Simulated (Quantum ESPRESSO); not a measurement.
**NaF (Villiaumite): phonons by linear response**

How does NaF (Villiaumite) vibrate, and is this structure a minimum?

Program: Quantum ESPRESSO 7.5. Level of theory: DFT LDA, scalar-relativistic, plane waves, PseudoDojo norm-conserving pseudopotentials. Values are calculated unless marked as measured.

## Step 1: Set-up

The structure is cubic, space group Fm-3m (No. 225). The conventional cell has a = 4.640 Å, b = 4.640 Å, c = 4.640 Å, α = 90.00°, β = 90.00°, γ = 90.00°. Na has 6 F at 2.32 Å nearest. F has 6 Na at 2.32 Å nearest. Farther neighbours, and contacts between anions beyond the nearest, are not listed.

## Step 2: A probe with smearing

A cheap run with smearing and empty bands tells whether the crystal has a gap, which decides between fixed occupations and smearing later on.

Contents of probe.in:

```
&control
   calculation = 'scf'
   prefix = 'x'
   outdir = './tmp'
   pseudo_dir = './pseudo'
   tprnfor = .true.
   tstress = .true.
   verbosity = 'high'
/
&system
   ibrav = 0
   nat = 2
   ntyp = 2
   ecutwfc = 97.0
   occupations = 'smearing'
   smearing = 'gaussian'
   degauss = 0.01
/
&electrons
   conv_thr = 1.0d-07
   mixing_beta = 0.7
   electron_maxstep = 100
/
ATOMIC_SPECIES
 Na     22.9898  Na.upf
 F      18.9984  F.upf
CELL_PARAMETERS angstrom
    -2.320000000    0.000000000    2.320000000
     0.000000000    2.320000000    2.320000000
    -2.320000000    2.320000000    0.000000000
ATOMIC_POSITIONS crystal
 Na     0.000000000   0.000000000   0.000000000
 F      0.500000000   0.500000000   0.500000000
K_POINTS automatic
 6 6 6 0 0 0
```

Launch:

```console
> OMP_NUM_THREADS=1 mpirun -n 4 pw.x -nk 4 -in probe.in > probe.out
```

The program printed:

```text
[banners, grids and lines that vanish by symmetry left out]
Program PWSCF v.7.5
     Message from routine setup:
     using ibrav=0 with symmetry is DISCOURAGED, use correct ibrav instead
[...]
kinetic-energy cutoff     =      97.0000  Ry
     charge density cutoff     =     388.0000  Ry
     scf convergence threshold =      1.0E-07
[...]
(   1   4   0   0   0   0   0)
[...]
48 Sym. Ops., with inversion, found
[...]
(     0          1          0      )
                  (     0          0          1      )
                  (  0.0000000  1.0000000  0.0000000 )
                  ( -0.0000000 -0.0000000  1.0000000 )
[...]
(     1          0         -1      )
                  (     0          0         -1      )
                  ( -0.0000000 -1.0000000  0.0000000 )
[...]
(     0         -1          0      )
                  (  1.0000000 -0.0000000  0.0000000 )
                  ( -0.0000000 -1.0000000 -0.0000000 )
[...]
(     0          1         -1      )
                  (     0          1          0      )
                  ( -1.0000000  0.0000000  0.0000000 )
                  (  0.0000000  1.0000000 -0.0000000 )
[...]
number of k points=    16  Gaussian smearing, width (Ry)=  0.0100
[...]
End of self-consistent calculation
[...]
the Fermi energy is     4.6818 ev
!    total energy              =    -140.61472842 Ry
[...]
convergence has been achieved in   7 iterations
     atom    1 type  1   force =     0.00000000    0.00000000    0.00000000
     atom    2 type  2   force =     0.00000000    0.00000000   -0.00000000
     Total force =     0.000000     Total SCF correction =     0.000000
          total   stress  (Ry/bohr**3)                   (kbar)     P=      -44.96
[...]
XML data file, charge density, pseudopotentials, collected wavefunctions

   JOB DONE.
```

Run time: 5.8 s. Hardware: 4 MPI ranks of Intel Xeon at 2.50GHz (Skylake/Cascade Lake), shared host; peak memory of a rank 0.06 GiB; 21 s of CPU time.

Numbers from this step:

```
volume per atom   : 12.49 Å³
pressure          : -4.496 GPa
gap on the k-mesh : 5.971 eV
```

A gap of 6.0 eV opens on this mesh, so the crystal is taken as an insulator; the start stands at -4.5 GPa.

## Step 3: Relaxing the cell and atoms

The relaxation runs at a cutoff a fifth above that of the response, since stress converges more slowly with the basis than frequencies do. Forces and stress are brought to rest with tight thresholds.

Contents of relax.in:

```
&control
   calculation = 'vc-relax'
   prefix = 'x'
   outdir = './tmp'
   pseudo_dir = './pseudo'
   tprnfor = .true.
   tstress = .true.
   forc_conv_thr = 2.0d-05
   etot_conv_thr = 1.0d-07
   nstep = 40
/
&system
   ibrav = 0
   nat = 2
   ntyp = 2
   ecutwfc = 116
   occupations = 'fixed'
   nbnd = 10
/
&electrons
   conv_thr = 1.0d-11
   mixing_beta = 0.7
   electron_maxstep = 100
/
&ions
/
&cell
   press_conv_thr = 0.2
/
ATOMIC_SPECIES
 Na     22.9898  Na.upf
 F      18.9984  F.upf
CELL_PARAMETERS angstrom
    -2.320000000    0.000000000    2.320000000
     0.000000000    2.320000000    2.320000000
    -2.320000000    2.320000000    0.000000000
ATOMIC_POSITIONS crystal
 Na     0.000000000   0.000000000   0.000000000
 F      0.500000000   0.500000000   0.500000000
K_POINTS automatic
 8 8 8 0 0 0
```

Launch:

```console
> OMP_NUM_THREADS=1 mpirun -n 4 pw.x -nk 4 -in relax.in > relax.out
```

The program printed:

```text
[banners, grids and lines that vanish by symmetry left out]
[banner, memory and clock lines left out]
Program PWSCF v.7.5

[...]
kinetic-energy cutoff     =     116.0000  Ry
     charge density cutoff     =     464.0000  Ry
     scf convergence threshold =      1.0E-11
[...]
energy convergence thresh.=      1.0E-07
     force convergence thresh. =      2.0E-05
     press convergence thresh. =      2.0E-01
                           (   1   4   0   0   0   0   0)
[...]
48 Sym. Ops., with inversion, found
[...]
number of k points=    29
[...]
End of self-consistent calculation
[...]
highest occupied, lowest unoccupied level (ev):     0.4643    6.4353
!    total energy              =    -140.61475278 Ry
[...]
convergence has been achieved in  10 iterations
     atom    1 type  1   force =     0.00000000    0.00000000    0.00000000
     atom    2 type  2   force =    -0.00000000   -0.00000000   -0.00000000
     Total force =     0.000000     Total SCF correction =     0.000000
          total   stress  (Ry/bohr**3)                   (kbar)     P=      -44.84
[...]
number of bfgs steps    =   0
[...]
CELL_PARAMETERS (angstrom)
[...]
ATOMIC_POSITIONS (crystal)
Na              -0.0000000000        0.0000000000       -0.0000000000
F                0.5000000000        0.5000000000        0.5000000000
[...]
New effective cutoffs (rho, wfc):  469.26  117.77
[...]
End of self-consistent calculation
[...]
highest occupied, lowest unoccupied level (ev):     0.6334    6.7273
!    total energy              =    -140.61579722 Ry
[...]
convergence has been achieved in   7 iterations
     atom    1 type  1   force =    -0.00000000    0.00000000   -0.00000000
     atom    2 type  2   force =    -0.00000000   -0.00000000    0.00000000
     Total force =     0.000000     Total SCF correction =     0.000000
          total   stress  (Ry/bohr**3)                   (kbar)     P=      -35.31
[...]
number of bfgs steps    =   1
[...]
CELL_PARAMETERS (angstrom)
[...]
ATOMIC_POSITIONS (crystal)
Na              -0.0000000000        0.0000000000        0.0000000000
F                0.5000000000        0.5000000000        0.5000000000
[...]
New effective cutoffs (rho, wfc):  480.26  120.53
[...]
End of self-consistent calculation
[...]
highest occupied, lowest unoccupied level (ev):     0.8999    7.1873
!    total energy              =    -140.61683931 Ry
[...]
convergence has been achieved in   8 iterations
     atom    1 type  1   force =     0.00000000    0.00000000   -0.00000000
     atom    2 type  2   force =     0.00000000    0.00000000    0.00000000
     Total force =     0.000000     Total SCF correction =     0.000000
          total   stress  (Ry/bohr**3)                   (kbar)     P=      -18.60
[...]
number of bfgs steps    =   2
[...]
CELL_PARAMETERS (angstrom)
ATOMIC_POSITIONS (crystal)
[...]
New effective cutoffs (rho, wfc):  492.36  123.57
[...]
End of self-consistent calculation
[...]
highest occupied, lowest unoccupied level (ev):     1.2004    7.7062
!    total energy              =    -140.61716764 Ry
[...]
convergence has been achieved in   8 iterations
     atom    1 type  1   force =    -0.00000000   -0.00000000    0.00000000
     atom    2 type  2   force =     0.00000000    0.00000000   -0.00000000
     Total force =     0.000000     Total SCF correction =     0.000000
          total   stress  (Ry/bohr**3)                   (kbar)     P=        2.80
[...]
number of bfgs steps    =   3
[...]
CELL_PARAMETERS (angstrom)
ATOMIC_POSITIONS (crystal)
[...]
New effective cutoffs (rho, wfc):  490.78  123.17
[...]
End of self-consistent calculation
[...]
highest occupied, lowest unoccupied level (ev):     1.1609    7.6380
!    total energy              =    -140.61717417 Ry
[...]
convergence has been achieved in   7 iterations
     atom    1 type  1   force =     0.00000000   -0.00000000    0.00000000
     atom    2 type  2   force =     0.00000000   -0.00000000    0.00000000
     Total force =     0.000000     Total SCF correction =     0.000000
          total   stress  (Ry/bohr**3)                   (kbar)     P=       -0.17
[...]
number of bfgs steps    =   4
[...]
CELL_PARAMETERS (angstrom)
ATOMIC_POSITIONS (crystal)
[...]
New effective cutoffs (rho, wfc):  490.88  123.20
[...]
End of self-consistent calculation
[...]
highest occupied, lowest unoccupied level (ev):     1.1632    7.6420
!    total energy              =    -140.61717420 Ry
[...]
convergence has been achieved in   5 iterations
     atom    1 type  1   force =     0.00000000    0.00000000   -0.00000000
     atom    2 type  2   force =     0.00000000   -0.00000000   -0.00000000
     Total force =     0.000000     Total SCF correction =     0.000000
          total   stress  (Ry/bohr**3)                   (kbar)     P=       -0.00
[...]
bfgs converged in   6 scf cycles and   5 bfgs steps
     End of BFGS Geometry Optimization
     Final enthalpy           =    -140.6171742004 Ry
     File ./tmp/x.bfgs deleted, as requested
[...]
CELL_PARAMETERS (angstrom)
[...]
ATOMIC_POSITIONS (crystal)
Na              -0.0000000000        0.0000000000       -0.0000000000
F                0.5000000000        0.5000000000        0.5000000000
[...]
Final scf calculation at the relaxed structure.
[...]
kinetic-energy cutoff     =     116.0000  Ry
     charge density cutoff     =     464.0000  Ry
     scf convergence threshold =      1.0E-13
[...]
press convergence thresh. =      2.0E-01
                           (   1   4   0   0   0   0   0)
[...]
48 Sym. Ops., with inversion, found
[...]
number of k points=    29
[...]
End of self-consistent calculation
[...]
highest occupied, lowest unoccupied level (ev):     1.1632    7.6420
!    total energy              =    -140.61716339 Ry
[...]
convergence has been achieved in  13 iterations
     atom    1 type  1   force =     0.00000000    0.00000000    0.00000000
     atom    2 type  2   force =     0.00000000    0.00000000    0.00000000
     Total force =     0.000000     Total SCF correction =     0.000000
          total   stress  (Ry/bohr**3)                   (kbar)     P=        0.09
[...]
XML data file, charge density, pseudopotentials, collected wavefunctions
```

The job ended after 82 s (4 MPI ranks; peak memory of a rank 0.08 GiB).

Step by step:

| step | energy less that of the first step (eV) | largest force (eV/Å) | pressure (GPa) | volume (Å³) |
| --- | --- | --- | --- | --- |
| 1 | 0.0000 | 0.0000 | -4.48 | 24.97 |
| 2 | -0.0142 | 0.0000 | -3.53 | 24.41 |
| 3 | -0.0284 | 0.0000 | -1.86 | 23.57 |
| 4 | -0.0329 | 0.0000 | 0.28 | 22.71 |
| 5 | -0.0329 | 0.0000 | -0.02 | 22.82 |
| 6 | -0.0329 | 0.0000 | 0.00 | 22.81 |
| 7 | -0.0328 | 0.0000 | 0.01 | 22.81 |

| conventional cell, symmetrised | before | after | change |
| --- | --- | --- | --- |
| a (Å) | 4.640 | 4.502 | -3.0 % |
| b (Å) | 4.640 | 4.502 | -3.0 % |
| c (Å) | 4.640 | 4.502 | -3.0 % |
| volume (Å³/atom) | 12.49 | 11.41 | -8.7 % |

Final coordinates:

```cif
data_structure
_symmetry_space_group_name_H-M 'P 1'
_symmetry_Int_Tables_number 1
_cell_length_a 3.1835
_cell_length_b 3.1835
_cell_length_c 3.1835
_cell_angle_alpha 60.000
_cell_angle_beta 60.000
_cell_angle_gamma 60.000
_cell_volume 22.81
loop_
_atom_site_label
_atom_site_type_symbol
_atom_site_fract_x
_atom_site_fract_y
_atom_site_fract_z
_atom_site_occupancy
Na1 Na 0.00000 0.00000 0.00000 1
F2 F 0.50000 0.50000 0.50000 1
```

The last row of the table of steps is pw.x's closing run on a basis chosen anew for the final cell, so its energy can jump.

Numbers from this step:

```
volume per atom   : 11.41 Å³
pressure          : 0.009 GPa
gap on the k-mesh : 6.479 eV
```

The volume changes by -8.7 % from the cell with which this run began.

## Step 4: Ground state

The response is built on this ground state, so it is converged far tighter than an energy would need. With a gap, occupations are fixed, which also allows the response to an electric field.

Contents of scf.in:

```
&control
   calculation = 'scf'
   prefix = 'x'
   outdir = './tmp'
   pseudo_dir = './pseudo'
   tprnfor = .true.
   tstress = .true.
/
&system
   ibrav = 0
   nat = 2
   ntyp = 2
   ecutwfc = 97.0
   occupations = 'fixed'
   nbnd = 10
/
&electrons
   conv_thr = 1.0d-12
   mixing_beta = 0.7
   electron_maxstep = 100
/
ATOMIC_SPECIES
 Na     22.9898  Na.upf
 F      18.9984  F.upf
CELL_PARAMETERS angstrom
    -2.251058544    0.000000000    2.251058544
     0.000000000    2.251058544    2.251058544
    -2.251058544    2.251058544    0.000000000
ATOMIC_POSITIONS crystal
 Na     0.000000000   0.000000000   0.000000000
 F      0.500000000   0.500000000   0.500000000
K_POINTS automatic
 8 8 8 0 0 0
```

Launch:

```console
> OMP_NUM_THREADS=1 mpirun -n 4 pw.x -nk 4 -in scf.in > scf.out
```

The program printed:

```text
[banners, grids and lines that vanish by symmetry left out]
[banner, memory and clock lines left out]
Program PWSCF v.7.5

[...]
kinetic-energy cutoff     =      97.0000  Ry
     charge density cutoff     =     388.0000  Ry
     scf convergence threshold =      1.0E-12
[...]
(   1   4   0   0   0   0   0)
[...]
48 Sym. Ops., with inversion, found
[...]
number of k points=    29
[...]
End of self-consistent calculation
[...]
highest occupied, lowest unoccupied level (ev):     1.1632    7.6420
!    total energy              =    -140.61713926 Ry
[...]
convergence has been achieved in  11 iterations
     atom    1 type  1   force =     0.00000000   -0.00000000   -0.00000000
     atom    2 type  2   force =    -0.00000000   -0.00000000   -0.00000000
     Total force =     0.000000     Total SCF correction =     0.000000
          total   stress  (Ry/bohr**3)                   (kbar)     P=       -0.07
[...]
XML data file, charge density, pseudopotentials, collected wavefunctions
```

Wall time 10 s (4 MPI ranks); peak memory of a rank 0.06 GiB; 38 s of CPU time.

This step gave:

* pressure: -0.007000 GPa

The cell stands at -0.0070 GPa, close enough for phonons.

(Continued in part 2 of 5.)

[Long decimals in the printed logs are rounded to 6 places.]

[Host names, launcher messages, clock columns and parts of forces and stress are left out of these logs.]

[Logs are printed without paths, hosts, clocks, repeated set-up lines and the standing remarks that a program may print on its own settings, such as how far it seeks lower states.]

[Hosts, paths, dates, database ids (printed as entryN), source tags and the programs' standing remarks are cut or masked in the printed files.]

[Where Elk ran, warnings of its patched build on accuracy (core leakage, angular cutoffs, spin-orbit splittings, empty states, lower magnetic states) are left out.]

[Sessions in which a second program contradicted a gradient-corrected response are left out of this set, so agreement between programs is selected.]
